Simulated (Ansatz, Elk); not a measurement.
# Bonding as seen by X-rays: MgCo2Sb2

Structure refinements treat a crystal as free atoms side by side. For a made-up structure of MgCo2Sb2 (cell and positions from a PBE relaxation) the runs below show what the calculated density changes in F(hkl).

Main program and level: Elk 11.2.3 (patched build); DFT, PBE, all-electron APW+lo, Dirac cores, scalar-relativistic bands, static density, ferromagnetic start.

The structure was built from a prototype and need not be the compound's stable phase.

## 1. The structure

Symmetry: I4/mmm, No. 139, tetragonal system. The conventional cell has a = 4.276 Å, b = 4.276 Å, c = 10.692 Å, α = 90.00°, β = 90.00°, γ = 90.00°. Sb has 4 Co at 2.48 Å and 1 Sb at 2.83 Å and 4 Mg at 3.34 Å nearest. Nearest to Co lie 4 Sb at 2.48 Å and 4 Co at 3.02 Å and 4 Mg at 3.42 Å. Nearest to Mg lie 8 Sb at 3.34 Å and 8 Co at 3.42 Å. Farther neighbours are not listed.

## 2. Ground state and structure factors

An all-electron density is needed, since X-rays see the cores too. Task 0 finds the density and task 195 Fourier-transforms it; tshift is off so that phases refer to the origin typed.

elk.in

```
tasks
  0
  195
  196

xctype
  20

spinpol
  .true.

rgkmax
  7.0

gmaxvr
  14.0

lmaxo
  7

lmaxapw
  8

swidth
  0.002

tshift
  .false.

ramdisk
  .false.

hmaxvr
  5.5

maxscl
  120

epspot
  1e-06

reducebf
  0.8

sppath
  './'

avec
  -4.04000754685 4.04000754685 10.10247009249
  4.04000754685 -4.04000754685 10.10247009249
  4.04000754685 4.04000754685 -10.10247009249

atoms
  3
  'Sb.in'
  2
  0.3674836568 0.3674836568 0.0000000000   0.000000 0.000000 0.000000
  0.6325163432 0.6325163432 0.0000000000   0.000000 0.000000 0.000000
  'Co.in'
  2
  0.2500000000 0.7500000000 0.5000000000   0.000000 0.000000 -0.035000
  0.7500000000 0.2500000000 0.5000000000   0.000000 0.000000 -0.035000
  'Mg.in'
  1
  0.0000000000 0.0000000000 0.0000000000   0.000000 0.000000 0.000000

ngridk
  6 6 6
```

Run with:

```
OMP_NUM_THREADS=4 elk
```

Numbers of over 12 decimals in the logs are rounded to 6 here.

The program printed:

```text
┌─────────────────────────┐
│ Elk code version 11.2.3 │
└─────────────────────────┘

All units are atomic (Hartree, Bohr, etc.)

┌─────────────────────────────────────────────────┐
│ Ground-state run starting from atomic densities │
└─────────────────────────────────────────────────┘

Lattice vectors :
  -4.040007547       4.040007547       10.10247009
   4.040007547      -4.040007547       10.10247009
   4.040007547       4.040007547      -10.10247009

Reciprocal lattice vectors :
  0.1083072111E-16  0.7776204913      0.3109727250
  0.7776204913      0.1083072111E-16  0.3109727250
  0.7776204913      0.7776204913     -0.1075592100E-16

Unit cell volume      :    659.5563676
Brillouin zone volume :   0.3760864509

Muffin-tin inner radius fraction :   0.1000000000E-01

Nuclei treated as point charges

Species : 1 (Sb)
 parameters loaded from : Sb.in
 name : antimony
 nuclear charge    :   -51.00000000
 electronic charge :    51.00000000
 atomic mass :    221954.9021
 muffin-tin radius :    2.410595449
 number of radial points in muffin-tin :   1193
 inner part over the whole radius :   0.9969168819E-02
 number on inner part of muffin-tin    :    849
 approximate nuclear radius :   0.8886795689E-04
 number of mesh points to nuclear radius :    431
 atomic positions (lattice), magnetic fields (Cartesian) :
  1 :   0.36748366  0.36748366  0.00000000    0.00000000  0.00000000  0.00000000
  2 :  -0.36748366 -0.36748366  0.00000000    0.00000000  0.00000000  0.00000000

Species : 2 (Co)
 parameters loaded from : Co.in
 name : cobalt
 nuclear charge    :   -27.00000000
 electronic charge :    27.00000000
 atomic mass :    107428.6517
 muffin-tin radius :    2.225165030
 number of radial points in muffin-tin :    993
 inner part over the whole radius :   0.9906842842E-02
 number on inner part of muffin-tin    :    699
 approximate nuclear radius :   0.7243775530E-04
 number of mesh points to nuclear radius :    335
 atomic positions (lattice), magnetic fields (Cartesian) :
  1 :   0.25000000 -0.25000000  0.50000000    0.00000000  0.00000000 -0.03500000
  2 :  -0.25000000  0.25000000  0.50000000    0.00000000  0.00000000 -0.03500000

Species : 3 (Mg)
 parameters loaded from : Mg.in
 name : magnesium
 nuclear charge    :   -12.00000000
 electronic charge :    12.00000000
 atomic mass :    44305.30466
 muffin-tin radius :    2.200000000
 number of radial points in muffin-tin :    793
 inner part over the whole radius :   0.9941530515E-02
 number on inner part of muffin-tin    :    552
 approximate nuclear radius :   0.5710277704E-04
 number of mesh points to nuclear radius :    241
 atomic positions (lattice), magnetic fields (Cartesian) :
  1 :   0.00000000  0.00000000  0.00000000    0.00000000  0.00000000  0.00000000

Total number of atoms per unit cell :    5
Total muffin-tin volume :    254.2552984
 ratio of muffin-tin to unit cell volume :   0.3854944185

Spin treatment :
 spin-polarised
 global magnetic field (Cartesian) :    0.000000000       0.000000000       0.000000000
 collinear magnetisation in z-direction

Number of Bravais lattice symmetries :   16
Number of crystal symmetries         :   16
Crystal has inversion symmetry
Real symmetric eigensolver will be used

k-point grid :      6     6     6
k-point offset :    0.000000000       0.000000000       0.000000000
k-point set is reduced with full crystal symmetry group
Total number of k-points :       30

Muffin-tin radius times maximum |G+k| :    7.000000000
 using average radius
Maximum |G+k| for APW functions       :    3.051033959
Maximum (1/2)|G+k|²                   :    4.654404108
Maximum |G| for potential and density :    14.00000000
Constant for pseudocharge density :    8
 order of it for each species :   15  15  15
 order of it for pair densities of each species (exact exchange by exxq0 0: 16) :   11   9   9
Radial integration step length :    1

G-vector grid sizes :     54    54    54
Number of G-vectors :    30529

Maximum angular momentum used for
[...]
Absolute change in total energy (target)   :    1.767901281     (  0.1000000000E-03)

[... loops 3 to 19 left out ...]

┌──────────────────┐
│ Loop number : 20 │
└──────────────────┘

Energies :
 Fermi                       :     0.264582
 sum of occupied eigenvalues :     -9562.8735132779
 electron kinetic            :      16711.888888076
 core electron kinetic       :      16081.511832821
 Coulomb                     :     -32188.919653882
 Coulomb potential           :     -25652.568860994
 nuclear-nuclear             :     -1648.2817715640
 electron-nuclear            :     -35468.410097854
 Hartree                     :      4927.7722155360
 Madelung                    :     -19362.635223385
 xc potential                :     -622.17020741331
 xc effective B-field        :    -0.23330573841028E-01
 external B-field            :      0.000000
 exchange                    :     -468.94119260652
 correlation                 :     -8.547654
 electron entropic           :    -0.81133568844318E-03
 total energy                :     -15954.520423317
 (external B-field energy excluded from total)

Density of states at Fermi energy :    56.09876164
 (states/Hartree/unit cell)

Estimated indirect band gap :   0.2732225363E-02
 from k-point 10 to k-point 28
Estimated direct band gap   :   0.3727390544E-02
 at k-point 10

Charges :
 core                        :    98.00000000
 valence                     :    70.00000000
 interstitial                :    8.675404191
 muffin-tins (core leakage)
  species : 1 (Sb)
[...]
species : 2 (Co)
[...]
species : 3 (Mg)
[...]
total in muffin-tins        :    159.3245958
 total calculated charge     :    167.9930529
 total charge                :    168.0000000
 error                       :   0.6947052367E-02

Moments :
 interstitial                :  -0.5615783817E-01
 muffin-tins
  species : 1 (Sb)
[...]
species : 2 (Co)
[...]
species : 3 (Mg)
[...]
total in muffin-tins        :    1.245573052
 total moment                :    1.189415214

RMS change in Kohn-Sham potential (target) :   0.6871139806E-06 (  0.1000000000E-05)
Absolute change in total energy (target)   :   0.8810828876E-04 (  0.1000000000E-03)

Convergence targets achieved

┌──────────────────┐
│ Loop number : 21 │
└──────────────────┘

Energies :
 Fermi                       :     0.264582
 sum of occupied eigenvalues :     -9562.8734916583
 electron kinetic            :      16711.888917029
 core electron kinetic       :      16081.511856871
 Coulomb                     :     -32188.919651284
 Coulomb potential           :     -25652.568864460
 nuclear-nuclear             :     -1648.2817715640
 electron-nuclear            :     -35468.410088462
 Hartree                     :      4927.7722087422
 Madelung                    :     -19362.635219054
 xc potential                :     -622.17020990882
 xc effective B-field        :    -0.23332269517147E-01
 external B-field            :      0.000000
 exchange                    :     -468.94119328547
 correlation                 :     -8.547653
 electron entropic           :    -0.81132756634890E-03
 total energy                :     -15954.520392317
 (external B-field energy excluded from total)

Density of states at Fermi energy :    56.09790433
 (states/Hartree/unit cell)

Estimated indirect band gap :   0.2731637618E-02
 from k-point 10 to k-point 28
Estimated direct band gap   :   0.3726200594E-02
 at k-point 10

Charges :
 core                        :    98.00000000
 valence                     :    70.00000000
 interstitial                :    8.675403813
 muffin-tins (core leakage)
  species : 1 (Sb)
[...]
species : 2 (Co)
   atom 1                    :    25.86213110     (  0.1191839672E-02)
   atom 2                    :    25.86213110     (  0.1191839672E-02)
  species : 3 (Mg)
   atom 1                    :    10.33327004     ( -0.9828258962E-07)
 total in muffin-tins        :    159.3245962
 total calculated charge     :    167.9930529
 total charge                :    168.0000000
 error                       :   0.6947053831E-02

Moments :
 interstitial                :  -0.5617266739E-01
 muffin-tins
  species : 1 (Sb)
[...]
species : 2 (Co)
   atom 1                    :   0.6344969661
   atom 2                    :   0.6344969661
  species : 3 (Mg)
   atom 1                    :  -0.1830083450E-03
 total in muffin-tins        :    1.245624229
 total moment                :    1.189451561

┌──────────────────────────────┐
│ Self-consistent loop stopped │
└──────────────────────────────┘

Warning : core states of species 1 leak from the muffin-tin :   0.2145444014E-02

Warning : core states of species 2 leak from the muffin-tin :   0.1191839672E-02

Wrote STATE.OUT
```

Wall time 4.9 min (4 threads of Arm Neoverse V2, shared host); peak memory 0.54 GiB.

SFACRHO.OUT:

```text

h k l indices transformed by vhmat matrix:
   1.000000000       0.000000000       0.000000000    
   0.000000000       1.000000000       0.000000000    
   0.000000000       0.000000000       1.000000000    

      h      k      l  multipl.   |H|            Re(F)            Im(F)           |F|

      0      0      0      1   0.0000000       168.00000      0.74501611E-16   168.00000    
     -1     -1      1      2  0.62194545      -49.046851      0.26329135E-13   49.046851    
     -1      0      1      8  0.83749487      -51.611542      0.13683827E-13   51.611542    
     -1      1      0      4   1.0997214       50.244923     -0.57435228E-16   50.244923    
      2      1     -2      8   1.2145081       76.058051      0.32073044E-13   76.058051    
      2      2     -2      2   1.2438909      -30.018882     -0.22979403E-13   30.018882    
      0     -2      1      8   1.2634094       44.048419     -0.21235087E-13   44.048419    
     -1      1      1      4   1.5552410       125.83854     -0.21541275E-13   125.83854    
      3      1     -2      8   1.6603168      -105.28520     -0.10268272E-12   105.28520    
     -2      0      2      8   1.6749897      -37.500433      0.52121721E-13   37.500433    
     -3     -2      3      8   1.7384748       46.885949     -0.32058550E-13   46.885949    
      2     -1     -1     16   1.7664009      -42.211725     -0.13733064E-13   42.211725    
     -3     -3      3      2   1.8658363      -8.2761674     -0.50919443E-15   8.2761674    
      2      1     -3     16   1.9732725       64.331658      0.27510965E-13   64.331658    
     -3     -1      3      8   1.9914917      -26.912812      0.17235904E-13   26.912812    
      2      4     -3      8   2.1658099       59.879644      0.80324535E-13   59.879644    
     -2      2      0      4   2.1994429       108.23864     -0.26502357E-15   108.23864    
      1      1      1      8   2.2856870      -31.863326      0.18271716E-13   31.863326
```

Elk indexes on the primitive cell of elk.in and gives |H| = 4π sin θ/λ in inverse bohr. Below, one row stands for each form hkl of the conventional cell (m members, Friedel mates merged), F is for one primitive cell and the density is static (no thermal factor). Free-atom factors are Waasmaier and Kirfel's, and R is Σm||F|−|F'||/Σm|F|.

```
hkl   m  sin θ/λ (Å⁻¹)  abs F, DFT  neutral atoms   diff.
002   2          0.093      49.047         48.334  +0.713
101   8          0.126      51.611         51.438  +0.173
110   4          0.165      50.245         50.748  -0.503
103   8          0.183      76.058         76.185  -0.127
004   2          0.187      30.019         29.963  +0.056
112   8          0.190      44.048         43.936  +0.112
200   4          0.234     125.838        126.110  -0.272
114   8          0.250     105.285        105.556  -0.271
202   8          0.252      37.500         37.729  -0.229
105   8          0.261      46.886         47.060  -0.175
211  16          0.266      42.212         42.257  -0.046
006   2          0.281       8.276          8.616  -0.340
213  16          0.297      64.332         64.483  -0.151
204   8          0.299      26.913         26.813  +0.100
116   8          0.326      59.880         60.015  -0.135
220   4          0.331     108.239        108.400  -0.161
222   8          0.344      31.863         32.049  -0.186
107   8          0.348      52.690         52.684  +0.005
```

## 3. The magnetisation density

The same run holds the spin density, and task 196 transforms it. The order is that of the start, and no other was tried.

SFACMAG_1.OUT:

```text

h k l indices transformed by vhmat matrix:
   1.000000000       0.000000000       0.000000000    
   0.000000000       1.000000000       0.000000000    
   0.000000000       0.000000000       1.000000000    

      h      k      l  multipl.   |H|            Re(F)            Im(F)           |F|

      0      0      0      1   0.0000000       1.1894516      0.47082207E-18   1.1894516    
     -1     -1      1      2  0.62194545      -1.1511617      0.65592964E-15   1.1511617    
     -1      0      1      8  0.83749487     -0.59248064E-02  0.14377904E-15  0.59248064E-02
     -1      1      0      4   1.0997214      -1.0339241     -0.10605435E-18   1.0339241    
      2      1     -2      8   1.2145081     -0.29652589E-02  0.70899083E-16  0.29652589E-02
      2      2     -2      2   1.2438909       1.0692011      0.11506508E-14   1.0692011    
      0     -2      1      8   1.2634094      0.98064645     -0.48388748E-15  0.98064645    
     -1      1      1      4   1.5552410      0.79891048     -0.42583666E-15  0.79891048    
      3      1     -2      8   1.6603168     -0.83571299     -0.75593547E-15  0.83571299    
     -2      0      2      8   1.6749897     -0.77157636      0.10240162E-14  0.77157636    
     -3     -2      3      8   1.7384748      0.54675501E-02  0.71914203E-16  0.54675501E-02
      2     -1     -1     16   1.7664009      0.22269217E-02 -0.44007486E-18  0.22269217E-02
     -3     -3      3      2   1.8658363     -0.80936566      0.32801456E-15  0.80936566    
      2      1     -3     16   1.9732725      0.52179180E-02 -0.26730429E-18  0.52179180E-02
     -3     -1      3      8   1.9914917      0.64479664     -0.82467933E-15  0.64479664    
      2      4     -3      8   2.1658099      0.65212781      0.11117447E-14  0.65212781
```

The total moment is 1.19 μB a cell; sphere moments: Sb1 -0.01, Sb2 -0.01, Co3 +0.63, Co4 +0.63, Mg5 0.00 μB. Polarised neutrons measure spin and orbital magnetisation together; without spin-orbit coupling the run gives the spin part:

```
hkl  sin θ/λ (Å⁻¹)  abs F_M (μB)
002          0.093         1.151
101          0.126         0.006
110          0.165         1.034
103          0.183         0.003
004          0.187         1.069
112          0.190         0.981
200          0.234         0.799
114          0.250         0.836
202          0.252         0.772
105          0.261         0.005
211          0.266         0.002
006          0.281         0.809
213          0.297         0.005
204          0.299         0.645
```

[end of part 1 of 2]

[Logs are printed without paths, hosts, clocks, repeated set-up lines and the standing remarks that a program may print on its own settings, such as how far it seeks lower states.]

[Hosts, paths, dates, database ids (printed as entryN), source tags and the programs' standing remarks are cut or masked in the printed files.]
